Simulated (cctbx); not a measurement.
# Reading a Patterson map

Space group P6/mmm (no. 191), a = 5.2820 Å, b = 5.2820 Å, c = 10.2090 Å, α = 90.00°, β = 90.00°, γ = 120.00°, content Er2 Ce1 Ga4 Co11.

The data are simulated with cctbx, not measured: synchrotron X-rays, λ = 0.7749 Å, to d = 0.75 Å, 70 % of the full sphere, strongest reflection 70000 counts, noise from counting, a 2 % proportional error and a noise floor of 8 counts (s.d.); no absorption.

Patterson synthesis, origin scaled to 1000:

```text
Patterson group P 6/m m m
      u       v       w   height  length (A)
  0.000   0.000   0.000   1000.0     0.00
  0.000   0.000   0.329    772.8     3.36
  0.333   0.667   0.000    543.0     3.05
  0.333   0.667   0.333    465.2     4.57
  0.000   0.500   0.159    293.4     3.10
  0.000   0.500   0.500    213.6     5.75
  0.000   0.500   0.000    131.8     2.64
  0.167   0.334   0.153    102.5     2.18
  0.000   0.500   0.302     83.2     4.06
  0.166   0.331   0.460     68.2     4.93
  0.000   0.000   0.500     14.1     5.10
  0.000   0.168   0.069     14.1     1.13
  0.175   0.509   0.082      9.9     3.27
  0.000   0.161   0.255      9.3     2.74
```

**Question.** Which atom pairs make the peaks, and where is the heaviest atom?

A peak at u stands for all pairs with xi − xj = u, with weight Σ ZiZj against Σ Z² = 24475 at the origin. Peak heights follow these weights only roughly, since form factors, motion and series ripples differ, all vectors within 0.55 Å of a peak are counted as merged into it though the farther ones add only part of their weight, and F(000) is left out, which lowers the whole map:

| u | v | w | shortest length (Å) | height | 1000 ΣZiZj/ΣZ² | pairs in the cell |
| --- | --- | --- | --- | --- | --- | --- |
| 0.000 | 0.000 | 0.329 | 3.36 | 773 | 905 | 2 × Er–Ce, 1 × Er–Er, 6 × Co–Co, 4 × Ga–Co, 2 × Ga–Ga |
| 0.333 | 0.667 | 0.000 | 3.05 | 543 | 581 | 4 × Er–Ga, 2 × Ce–Co, 2 × Ga–Ga, 1 × Co–Co |
| 0.333 | 0.667 | 0.333 | 4.56 | 465 | 577 | 2 × Er–Ga, 2 × Er–Co, 2 × Ce–Ga, 2 × Ga–Co, 1 × Ga–Ga |
| 0.000 | 0.500 | 0.159 | 3.10 | 293 | 428 | 4 × Er–Co, 2 × Ce–Co |
| 0.000 | 0.500 | 0.500 | 5.75 | 214 | 428 | 4 × Er–Co, 2 × Ce–Co |
| 0.000 | 0.500 | 0.000 | 2.64 | 132 | 179 | 6 × Co–Co |
| 0.167 | 0.334 | 0.153 | 2.18 | 102 | 196 | 4 × Ga–Co, 2 × Co–Co |
| 0.000 | 0.500 | 0.302 | 4.06 | 83 | 119 | 4 × Co–Co |
| 0.166 | 0.331 | 0.460 | 4.93 | 68 | 128 | 2 × Ga–Co, 2 × Co–Co |

The table stops at ten peaks or at a height of 45, below which ripples compete. In the model behind the data Er, the heaviest element, has 1 independent site: (0, 0, 0.3423), up to an allowed shift of origin; the Er–Er vectors are differences of these positions and their symmetry mates. Elements of similar Z can't be told apart from the map alone. The whole model:

```
atom  mult.    x    y       z  Ueq (Å²)
 Er1      2    0    0  0.3423    0.0037
 Ce1      1    0    0       0    0.0040
 Ga1      4  1/3  2/3  0.3454    0.0050
 Co1      6  1/2  1/2  0.1997    0.0044
 Co2      3  1/2  1/2     1/2    0.0048
 Co3      2  2/3  1/3       0    0.0047
```

The model was made for the exercise: a known structure type with other elements put in, its volume estimated, not relaxed; displacement parameters are assumed.

[Logs are printed without paths, hosts, clocks, repeated set-up lines and the standing remarks that a program may print on its own settings, such as how far it seeks lower states.]
